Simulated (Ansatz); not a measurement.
# Converging the field response of a TiO2 (110) film, part 2 of 2

Which settings does the induced dipole of a TiO2 (110) film need, and which can be cut?

Ansatz 0.2.0; plane-wave DFT, PBE, Ansatz PAW (the session's first sound run).

So far, equivalent conductor thickness p/(ε₀AE) (Å): step 2 (run, setting first choice, PBE) 8.70; step 16 (single point, box 27 Å (run 5), PBE) 9.02; step 17 (single point, box 27 Å (run 6), PBE) 8.67; step 18 (run, box 27 Å (run 7), PBE) 8.70; step 19 (LDA) 8.72.

## (20) Single point, box 27 Å (run 7)

This step: plane-wave DFT, r2SCAN, Ansatz PAW (Ansatz 0.2.0).

Contents of input.yaml:

```yaml
crystal:
  lattice:
    - [2.959, 0.0, 0.0]
    - [0.0, 6.49689711, 0.0]
    - [0.0, 0.0, 27.0306869767]
  atoms:
    - { symbol: O, position: [0.0, 0.5, 0.3329549119] }
    - { symbol: Ti, position: [0.0, 0.0, 0.3798236776] }
    - { symbol: Ti, position: [0.5, 0.5, 0.3798236776] }
    - { symbol: O, position: [0.5, 0.805, 0.3798236776] }
    - { symbol: O, position: [0.5, 0.195, 0.3798236776] }
    - { symbol: O, position: [0.0, 0.5, 0.4266924433] }
    - { symbol: O, position: [0.0, 0.0, 0.4531312343] }
    - { symbol: Ti, position: [0.0, 0.5, 0.5] }
    - { symbol: Ti, position: [0.5, 0.0, 0.5] }
    - { symbol: O, position: [0.5, 0.305, 0.5] }
    - { symbol: O, position: [0.5, 0.695, 0.5] }
    - { symbol: O, position: [0.0, 0.0, 0.5468687657] }
    - { symbol: O, position: [0.0, 0.5, 0.5733075567] }
    - { symbol: Ti, position: [0.0, 0.0, 0.6201763224] }
    - { symbol: Ti, position: [0.5, 0.5, 0.6201763224] }
    - { symbol: O, position: [0.5, 0.805, 0.6201763224] }
    - { symbol: O, position: [0.5, 0.195, 0.6201763224] }
    - { symbol: O, position: [0.0, 0.5, 0.6670450881] }
kpoints:
  mp_grid: { grid: [10, 4, 1] }
hamiltonian:
  xc: r2scan
scf:
  occupations: { method: fixed }
  convergence: { dr2_threshold: 1.0e-10 }
efield:
  axis: 3
  dipole_correction: true
  ramp_position: 0.97
  ramp_width: 0.06
  amplitude: 0.1
output:
  write_potential: true
  write_density: true
  volumetric_format: npy
```

Launch:

```sh
$ ansatz run input.yaml --threads 4 --pin off --max-ram 6144MiB --backend cpu --events-out ev --progress --plain --runs-dir out
```

Wall time 20 s (4 threads of AMD EPYC 9R45, shared host); peak memory 2.8 GiB.

The dipole corresponds to a conductor 8.552 Å thick, -1.75 % from the first choice, at 1.6 times its CPU time.

## (21) Single point, box 27 Å (run 8)

This step: plane-wave DFT, PBE, norm-conserving (Ansatz 0.2.0).

input.yaml: that of step 20 with these lines changed.

```diff
@@ -27,3 +27,4 @@
 hamiltonian:
-  xc: r2scan
+  xc: pbe
+  pseudopotentials: { kind: nc }
 scf:
```

The job ended after 58 s (4 threads; peak memory 5.2 GiB; 3.8 min of CPU time).

The dipole corresponds to a conductor 8.700 Å thick, -0.05 % from the first choice, at 4.8 times its CPU time.

## (22) Single point, box 27 Å (run 9)

This step: plane-wave DFT, PBE, JTH PAW (Ansatz 0.2.0).

input.yaml: that of step 21 with these lines changed.

```diff
@@ -28,3 +28,3 @@
   xc: pbe
-  pseudopotentials: { kind: nc }
+  pseudopotentials: { kind: paw, source: jth }
 scf:
```

Elapsed: 1.8 min, on 4 threads; peak memory 5.5 GiB.

The dipole corresponds to a conductor 8.707 Å thick, +0.03 % from the first choice, at 8.2 times its CPU time.

## (23) The series together

Times are for 4 threads of AMD EPYC 9R45, shared host. The runs compared:

```
no.                         setting  equivalent conductor thickness p/(ε₀AE) (Å)     time  memory (GiB)
  1                    first choice                                        8.704     12 s           1.7
  2                   cutoff 250 eV                                        8.689    5.9 s          0.98
  3                   cutoff 330 eV                                        8.705    8.4 s           1.3
  4                   cutoff 600 eV                                        8.705     21 s           2.7
  5                        mesh 1x1                                        9.091    1.1 s          0.54
  6                        mesh 2x1                                        8.859    1.6 s          0.82
  7                        mesh 5x2                                        8.710    4.8 s           1.3
  8                       mesh 20x8                                        8.704     39 s           3.0
  9                     vacuum 10 Å                                        8.704    8.4 s           1.3
 10                     vacuum 14 Å                                        8.704     10 s           1.5
 11                     vacuum 26 Å                                        8.703     17 s           2.1
 12                 field 0.005 V/Å                                        8.706     12 s           1.7
 13                  field 0.03 V/Å                                        8.705     12 s           1.7
 14                   field 0.3 V/Å                                        8.707     14 s           1.7
 15          SCF threshold 1e-04 eV                                        9.017     11 s           1.7
 16          SCF threshold 1e-06 eV                                        8.674     11 s           1.7
 17          SCF threshold 1e-08 eV                                        8.703     11 s           1.7
 18        LDA, Ansatz PAW (420 eV)                                        8.721     12 s           1.7
 19     r2SCAN, Ansatz PAW (500 eV)                                        8.552     20 s           2.8
 20  PBE, norm-conserving (1240 eV)                                        8.700     58 s           5.2
 21          PBE, JTH PAW (1380 eV)                                        8.707  1.8 min           5.5
```

## (24) Outcome

| Property | Result |
| --- | --- |
| equivalent conductor thickness, first choice | 8.704 Å |
| equivalent conductor thickness, cutoff 600 eV | 8.705 Å |
| equivalent conductor thickness, mesh 1x1 | 9.091 Å |
| equivalent conductor thickness, mesh 2x1 | 8.859 Å |
| equivalent conductor thickness, vacuum 26 Å | 8.703 Å |
| equivalent conductor thickness, SCF threshold 1e-04 eV | 9.017 Å |
| equivalent conductor thickness, LDA, Ansatz PAW (420 eV) | 8.721 Å |
| equivalent conductor thickness, r2SCAN, Ansatz PAW (500 eV) | 8.552 Å |

What this shows: The first choice gives 8.70 Å. Numerical settings off by more than 1 % against it: mesh 1x1 (+4.4 %), mesh 2x1 (+1.8 %) and SCF threshold 1e-04 eV (+3.6 %). The cheapest single change that stays within 0.5 % is mesh 5x2, at 38 % of the CPU time. Functionals and files move it by +0.2 % (LDA, Ansatz PAW (420 eV)), -1.8 % (r2SCAN, Ansatz PAW (500 eV)), -0.1 % (PBE, norm-conserving (1240 eV)) and under 0.1 % (PBE, JTH PAW (1380 eV)). The film is symmetric and its atoms are held, so the dipole is the electronic response to the field alone. Times of a few seconds on a shared host rank the settings only roughly. In 1 run of the series (cutoff 250 eV) the program warns that electrons reach the sawtooth's ramp, which makes dipole and work function less sure.

[Long decimals in the printed logs are rounded to 6 places.]

[Logs are printed without paths, hosts, clocks, repeated set-up lines and the standing remarks that a program may print on its own settings, such as how far it seeks lower states.]

[Hosts, paths, dates, database ids (printed as entryN), source tags and the programs' standing remarks are cut or masked in the printed files.]

[Maps of the electrostatic potential energy from Ansatz leave out the sawtooth potential of an applied field or a dipole correction, so their vacuum need not be flat; planar profiles and work functions include it.]
